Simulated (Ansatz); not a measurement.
## Resistivity from frozen vibrations: Os(0001) with 2 thermally displaced layers, 2x2

How much do lattice vibrations at 800 K scatter the electrons of Os? Layers with random displacements are laid between perfect leads, and the resistance is followed against their length.

Method: Ansatz plane-wave DFT, PBE, PAW files; ballistic transport by layer matching (Landauer), zero bias; PAW set soft_1, in Ansatz 0.2.0.

This is a report of a sequence of runs, with most program output left out.

## Step 1: The starting structure

The cell holds 48 atoms: 48 Os. Its edges and angles: a = 5.468 Å, b = 5.468 Å, c = 25.918 Å, α = 90.0°, β = 90.0°, γ = 120.0°. It derives from Os. Regions: lead, 40 atoms (40 Os); scattering region, 8 atoms (8 Os). The structure is stacked along c, and the current runs across the ab planes.

## Step 2: With 2 displaced layers

Each atom of 2 layers is moved at random, by amounts drawn from a normal law 0.0497 Å wide in each direction from the Debye model (500 K) at 800 K. The layers about the cell's end stay perfect and serve as the lead. Disorder leaves little or no symmetry, which makes such runs dear. Energies from -0.05 to 0.05 eV in steps of 0.05 eV are too few for the program's thermal sum, so it prints no conductance; for a metal the transmission near the Fermi level serves, at a fraction of the cost.

The input, input.yaml:

```yaml
crystal:
  lattice:
    - [5.4682, 0.0, 0.0]
    - [-2.7341, 4.735600113, 0.0]
    - [0.0, 0.0, 25.9182]
  atoms:
    - { symbol: Os, position: [0.1666666667, 0.3333333333, 0.0416666667] }
    - { symbol: Os, position: [0.1666666667, 0.8333333333, 0.0416666667] }
    - { symbol: Os, position: [0.6666666667, 0.3333333333, 0.0416666667] }
    - { symbol: Os, position: [0.6666666667, 0.8333333333, 0.0416666667] }
    - { symbol: Os, position: [0.3333333333, 0.1666666667, 0.125] }
    - { symbol: Os, position: [0.3333333333, 0.6666666667, 0.125] }
    - { symbol: Os, position: [0.8333333333, 0.1666666667, 0.125] }
    - { symbol: Os, position: [0.8333333333, 0.6666666667, 0.125] }
[... 36 atom lines left out ...]
    - { symbol: Os, position: [0.3333333333, 0.1666666667, 0.9583333333] }
    - { symbol: Os, position: [0.3333333333, 0.6666666667, 0.9583333333] }
    - { symbol: Os, position: [0.8333333333, 0.1666666667, 0.9583333333] }
    - { symbol: Os, position: [0.8333333333, 0.6666666667, 0.9583333333] }
kpoints:
  mp_grid: { grid: [5, 5, 1] }
hamiltonian:
  xc: pbe
  pseudopotentials: { kind: paw, azcp: { folder: soft_1 } }
scf:
  occupations: { method: fermi_dirac, width: 0.1 }
output:
  transmission:
    leads: [[0, 8]]
    kmesh: [10, 10]
    e_range: [-0.05, 0.05]
    de: 0.05
  write_potential: true
  write_density: true
  volumetric_format: npy
  elf: true
```

The run is started by

```sh
$ ansatz run input.yaml --threads 4 --pin off --max-ram 15360MiB --backend cpu --events-out ev --progress --plain --runs-dir out
```

The job ended after 8.1 min (4 threads of Intel Xeon Platinum 8375C at 2.90GHz (Ice Lake), shared host; peak memory 6.7 GiB; 28 min of CPU time).

This step gave:

```
free energy                                    : -546523.3851 eV
energy at zero smearing                        : -546522.8368 eV
Fermi energy                                   : 26.05 eV
cell area                                      : 25.90 Å²
transmission per spin nearest the Fermi level  : 4.117
open channels per spin nearest the Fermi level : 4.39
step of the lead's potential                   : 2.4 meV
```

Per spin. Transmission, zone mean against energy, zero at the Fermi level:

```tsv
energy (eV)	transmission, zone mean
-0.0500	4.45
0.0000	4.12
0.0500	4.28
```

Per spin. Table of open channels, zone mean, lead by energy, zero at the Fermi level:

```tsv
energy (eV)	open channels, zone mean, lead
-0.0500	4.74
0.0000	4.39
0.0500	4.55
```

Transmission over k1 and k2. At 0.0000 eV from the Fermi level.

Values, 10 rows by 10 columns:
```
 1.9  3.8  4.5  4.5  4.6  3.8  3.6  2.9  2.0  2.9
 3.0  4.6  4.9  4.9  4.9  4.9  4.7  3.0  2.0  1.9
 3.0  4.5  4.9  4.8  4.8  4.8  4.9  4.6  3.0  2.7
 1.6  4.6  4.9  4.8  6.8  6.9  4.8  4.9  4.7  3.4
 5.5  3.8  4.9  4.9  6.8 10.8  6.8  4.9  4.9  3.8
 1.6  3.4  4.7  4.9  4.8  6.9  6.8  4.8  4.9  4.6
 3.0  2.7  3.0  4.6  4.9  4.8  4.8  4.8  4.9  4.5
 3.0  1.9  2.0  3.0  4.7  4.9  4.9  4.9  4.9  4.6
 1.9  2.9  2.0  2.9  3.6  3.8  4.6  4.5  4.5  3.8
 5.4  1.9  2.9  2.9  1.9  5.4  1.9  2.9  2.9  1.9
```
Columns: k1 (b1) from -0.5 to 0.4; rows upwards: k2 (b2) from -0.5 to 0.4.

Open channels over k1 and k2. At 0.0000 eV from the Fermi level.

Values, 10 rows by 10 columns:
```
 2.0  5.0  5.0  5.0  5.0  5.0  4.0  3.0  2.0  3.0
 3.0  5.0  5.0  5.0  5.0  5.0  5.0  3.0  2.0  2.0
 3.0  5.0  5.0  5.0  5.0  5.0  5.0  5.0  3.0  3.0
 2.0  5.0  5.0  5.0  7.0  7.0  5.0  5.0  5.0  4.0
 6.0  5.0  5.0  5.0  7.0 11.0  7.0  5.0  5.0  5.0
 2.0  4.0  5.0  5.0  5.0  7.0  7.0  5.0  5.0  5.0
 3.0  3.0  3.0  5.0  5.0  5.0  5.0  5.0  5.0  5.0
 3.0  2.0  2.0  3.0  5.0  5.0  5.0  5.0  5.0  5.0
 2.0  3.0  2.0  3.0  4.0  5.0  5.0  5.0  5.0  5.0
 6.0  2.0  3.0  3.0  2.0  6.0  2.0  3.0  3.0  2.0
```
Columns: k1 (b1) from -0.5 to 0.4; rows upwards: k2 (b2) from -0.5 to 0.4.

Electrostatic potential energy in the ca plane at fractional y = 0.165, with atoms of Os within 0.2 Å of it. With pseudopotentials it is smooth inside the atoms' cores, unlike the true potential.

Ten even steps from '0' (-53 eV) to '9' (26 eV), each cell a mean:
```
98999853369998999732379988899743489998999633
99999620038999998500148999998400159999998300
99999610037999998400048999998400159999997200
99999731158999999731369999999521369999998411
87789975689987899976799988899865799987899865
76689999999975689999999976799999999865799999
76689999999975689999999976799999999865799999
98899975689987899975689988899865799987899865
99999731148999999721258999999521269999998411
99999610037999999510038999998400159999997200
99999720038999999610048999998410159999998300
98899853369998899853479999999743589988999633
86689988899976789987899977899987899876899988
75579999999975689999999865799999999865799999
86789998899986789987899865799988899876899988
```
Columns run along c (16.0 Å, from fractional 0.19 to 0.81 of the cell; values clipped at the 3rd and 97th percentile), rows up along a (5.5 Å). Atoms in or near the plane, at fractional coordinates: Os at (0.29, 0.33), Os at (0.29, 0.83), Os at (0.46, 0.33), Os at (0.46, 0.85), Os at (0.62, 0.33), Os at (0.62, 0.83), Os at (0.79, 0.33), Os at (0.79, 0.83).

ELF in the ca plane at fractional y = 0.165, with atoms of Os within 0.2 Å of it. It is the smooth field of the valence electrons, not physical close to the nuclei.

Ten even steps from '0' (0.25) to '9' (0.59), each cell a mean:
```
10023158742310122379732211122378622210132488
31131298971221231597951321231698941321221798
32231397881231220597950321221696941321321887
21122289961321121389831210121499832211231699
12212124422212212123212111112145312122122244
14410222222025301212221024201222221035202222
14410222222024301211122023101222221034202222
11112124412211112125412200022135313111122144
21122289961321132289952310131599832311231699
32231396881232231496871221221696941322321886
31132298971221231398961321231698941311221798
11123158732311122258732310131278622211132478
13311212212123211223212122112112122133112122
15410223322025401233331035201233220045202233
13311212112113212123212134202112112023112112
```
Columns run along c (16.0 Å, from fractional 0.19 to 0.81 of the cell), rows up along a (5.5 Å). Atoms in or near the plane, at fractional coordinates: Os at (0.29, 0.33), Os at (0.29, 0.83), Os at (0.46, 0.33), Os at (0.46, 0.85), Os at (0.62, 0.33), Os at (0.62, 0.83), Os at (0.79, 0.33), Os at (0.79, 0.83).

Valence density in the ca plane at fractional y = 0.165, with atoms of Os within 0.2 Å of it. It is the smooth field of the valence electrons, not physical close to the nuclei.

Values in e/Å³, 8 rows by 16 columns, each cell a mean:
```
0.5 0.5 3.9 2.4 0.4 0.5 3.0 4.0 0.5 0.6 1.3 4.7 0.8 0.5 0.6 4.5
0.4 0.5 5.5 3.4 0.4 0.4 3.5 4.8 0.4 0.4 1.8 6.6 1.0 0.4 0.7 6.4
1.0 0.5 1.2 0.8 0.8 0.7 0.7 0.9 0.5 0.8 0.6 1.4 0.5 1.0 0.5 1.4
1.2 0.6 0.5 0.5 0.9 0.9 0.4 0.5 0.5 0.9 0.4 0.6 0.4 1.3 0.5 0.6
0.5 0.5 3.9 2.4 0.4 0.4 2.3 3.9 0.5 0.4 1.2 4.7 0.8 0.5 0.6 4.5
0.4 0.5 5.5 3.4 0.4 0.4 3.3 5.5 0.5 0.3 1.7 6.6 1.0 0.4 0.7 6.4
1.0 0.5 1.2 0.8 0.8 0.7 0.8 1.2 0.6 0.8 0.5 1.4 0.5 1.0 0.5 1.4
1.2 0.6 0.5 0.5 0.9 0.9 0.5 0.6 0.8 1.3 0.4 0.6 0.4 1.3 0.5 0.6
```
Columns run along c (16.0 Å, from fractional 0.19 to 0.81 of the cell), rows up along a (5.5 Å). Atoms in or near the plane, at fractional coordinates: Os at (0.29, 0.33), Os at (0.29, 0.83), Os at (0.46, 0.33), Os at (0.46, 0.85), Os at (0.62, 0.33), Os at (0.62, 0.83), Os at (0.79, 0.33), Os at (0.79, 0.83).

Over the solved energies the transmission per spin lies between 4.12 and 4.45, out of 4.56 channels of the lead on average (up to 4.74).

## Step 3: With 6 displaced layers

Each atom of 6 layers is moved at random, by amounts drawn from a normal law 0.0497 Å wide in each direction from the Debye model (500 K) at 800 K. A fresh draw is used; the growth of the resistance with length is what counts.

System of this step: Os(0001) with 6 thermally displaced layers, 2x2. The cell holds 64 atoms: 64 Os. Its edges and angles: a = 5.468 Å, b = 5.468 Å, c = 34.558 Å, α = 90.0°, β = 90.0°, γ = 120.0°. It derives from Os. Regions: lead, 40 atoms (40 Os); scattering region, 24 atoms (24 Os). The structure is stacked along c, and the current runs across the ab planes.

The input, input.yaml:

```yaml
crystal:
  lattice:
    - [5.4682, 0.0, 0.0]
    - [-2.7341, 4.735600113, 0.0]
    - [0.0, 0.0, 34.5576]
  atoms:
    - { symbol: Os, position: [0.1666666667, 0.3333333333, 0.03125] }
    - { symbol: Os, position: [0.1666666667, 0.8333333333, 0.03125] }
    - { symbol: Os, position: [0.6666666667, 0.3333333333, 0.03125] }
    - { symbol: Os, position: [0.6666666667, 0.8333333333, 0.03125] }
    - { symbol: Os, position: [0.3333333333, 0.1666666667, 0.09375] }
    - { symbol: Os, position: [0.3333333333, 0.6666666667, 0.09375] }
    - { symbol: Os, position: [0.8333333333, 0.1666666667, 0.09375] }
    - { symbol: Os, position: [0.8333333333, 0.6666666667, 0.09375] }
[... 52 atom lines left out ...]
    - { symbol: Os, position: [0.3333333333, 0.1666666667, 0.96875] }
    - { symbol: Os, position: [0.3333333333, 0.6666666667, 0.96875] }
    - { symbol: Os, position: [0.8333333333, 0.1666666667, 0.96875] }
    - { symbol: Os, position: [0.8333333333, 0.6666666667, 0.96875] }
kpoints:
  mp_grid: { grid: [5, 5, 1] }
hamiltonian:
  xc: pbe
  pseudopotentials: { kind: paw, azcp: { folder: soft_1 } }
scf:
  occupations: { method: fermi_dirac, width: 0.1 }
output:
  transmission:
    leads: [[0, 8]]
    kmesh: [10, 10]
    e_range: [-0.05, 0.05]
    de: 0.05
  write_potential: true
  write_density: true
  volumetric_format: npy
```

Run time: 14 min. Hardware: 4 threads; peak memory 10 GiB; 47 min of CPU time.

Numbers from this step:

| Item | Value |
| --- | --- |
| free energy | -728697.0858 eV |
| energy at zero smearing | -728696.3322 eV |
| Fermi energy | 26.08 eV |
| transmission per spin nearest the Fermi level | 3.864 |
| open channels per spin nearest the Fermi level | 4.55 |
| step of the lead's potential | 4.9 meV |

Per spin. The transmission, zone mean by energy, zero at the Fermi level:

```tsv
energy (eV)	transmission, zone mean
-0.0500	3.80
0.0000	3.86
0.0500	3.87
```

Over the solved energies the transmission per spin lies between 3.80 and 3.87, out of 4.52 channels of the lead on average (up to 4.55).

## Step 4: With 10 displaced layers

Each atom of 10 layers is moved at random, by amounts drawn from a normal law 0.0497 Å wide in each direction from the Debye model (500 K) at 800 K. A fresh draw is used; the growth of the resistance with length is what counts.

System of this step: Os(0001) with 10 thermally displaced layers, 2x2. The cell holds 80 atoms: 80 Os. Cell: a = 5.468 Å, b = 5.468 Å, c = 43.197 Å, α = 90.0°, β = 90.0°, γ = 120.0°. It derives from Os. Regions: lead, 40 atoms (40 Os); scattering region, 40 atoms (40 Os). The structure is stacked along c, and the current runs across the ab planes.

The input, input.yaml:

```yaml
crystal:
  lattice:
    - [5.4682, 0.0, 0.0]
    - [-2.7341, 4.735600113, 0.0]
    - [0.0, 0.0, 43.197]
  atoms:
    - { symbol: Os, position: [0.1666666667, 0.3333333333, 0.025] }
    - { symbol: Os, position: [0.1666666667, 0.8333333333, 0.025] }
    - { symbol: Os, position: [0.6666666667, 0.3333333333, 0.025] }
    - { symbol: Os, position: [0.6666666667, 0.8333333333, 0.025] }
    - { symbol: Os, position: [0.3333333333, 0.1666666667, 0.075] }
    - { symbol: Os, position: [0.3333333333, 0.6666666667, 0.075] }
    - { symbol: Os, position: [0.8333333333, 0.1666666667, 0.075] }
    - { symbol: Os, position: [0.8333333333, 0.6666666667, 0.075] }
[... 68 atom lines left out ...]
    - { symbol: Os, position: [0.3333333333, 0.1666666667, 0.975] }
    - { symbol: Os, position: [0.3333333333, 0.6666666667, 0.975] }
    - { symbol: Os, position: [0.8333333333, 0.1666666667, 0.975] }
    - { symbol: Os, position: [0.8333333333, 0.6666666667, 0.975] }
kpoints:
  mp_grid: { grid: [5, 5, 1] }
hamiltonian:
  xc: pbe
  pseudopotentials: { kind: paw, azcp: { folder: soft_1 } }
scf:
  occupations: { method: fermi_dirac, width: 0.1 }
output:
  transmission:
    leads: [[0, 8]]
    kmesh: [10, 10]
    e_range: [-0.05, 0.05]
    de: 0.05
  write_potential: true
  write_density: true
  volumetric_format: npy
```

Wall time 21 min (4 threads); peak memory 8.7 GiB.

Numbers from this step:

| Item | Value |
| --- | --- |
| free energy | -910870.5739 eV |
| energy at zero smearing | -910869.7086 eV |
| transmission per spin nearest the Fermi level | 3.374 |
| step of the lead's potential | 7.2 meV |

Per spin. Table of transmission, zone mean by energy, zero at the Fermi level:

```tsv
energy (eV)	transmission, zone mean
-0.0500	3.35
0.0000	3.37
0.0500	3.35
```

Over the solved energies the transmission per spin lies between 3.35 and 3.37, out of 4.53 channels of the lead on average (up to 4.55).

## Step 5: The fit

This step: Ansatz plane-wave DFT, PBE, PAW files; ballistic transport by layer matching (Landauer), zero bias; resistivity from the slope of the area resistance; PAW set soft_1 (Ansatz 0.2.0).

Numbers from this step:

| Item | Value |
| --- | --- |
| resistivity | 12.18 µΩ cm |
| intercept | -0.01270 fΩ m² |
| scatter about the fit | 0.01101 fΩ m² |

Resistance, by row:

```tsv
run	length (Å)	T	channels N	RA (fΩ m²)
n2	4.32	4.281	4.56	0.04771
n6	12.96	3.846	4.52	0.1296
n10	21.6	3.358	4.533	0.2582
```

Table of area resistance by length of the displaced region:

```tsv
length of the displaced region (Å)	area resistance (fΩ m²)
4.32	0.0477
12.96	0.130
21.60	0.258
```

The area resistance goes from 0.048 to 0.26 fΩ m² between 4.3 and 21.6 Å, a slope of 12 µΩ cm.

By hand from the end points: (0.2582 − 0.04771) fΩ m² / (21.60 − 4.32) Å = 12 µΩ cm, since 1 fΩ m² per Å is 1000 µΩ cm.

## Step 6: Outcome

| Property | Result |
| --- | --- |
| resistivity from the slope | 12.2 µΩ cm |
| area resistance over 4.32 Å | 0.0477 fΩ m² |
| area resistance over 13.0 Å | 0.130 fΩ m² |
| area resistance over 21.6 Å | 0.258 fΩ m² |

**Reading.** The slope gives 12 µΩ cm. The points scatter by 0.011 fΩ m² about the line, with one random draw a length in a 2x2 cell, so the slope is a rough value. The mean square of the displacements drawn is 0.73, 0.99 and 0.93 of the nominal one at the three lengths; with each resistance scaled back by that, the slope is 12 µΩ cm, the value used below. Read with a model of isotropic scattering on a spherical Fermi surface and the lead's 1.4×10¹⁵ S/m², this slope means a mean free path near 49 Å; over these lengths the model's slope is 1.10 times its bulk resistivity, which would be 11 µΩ cm. Uncorrelated displacements put too much weight on short waves, which scatter strongly; with the sideways repeat of a small cell, one draw and three short lengths, the method is good to a factor of two or three. Spin-orbit coupling is left out, which matters for Os.

[Logs are printed without paths, hosts, clocks, repeated set-up lines and the standing remarks that a program may print on its own settings, such as how far it seeks lower states.]

[Hosts, paths, dates, database ids (printed as entryN), source tags and the programs' standing remarks are cut or masked in the printed files.]
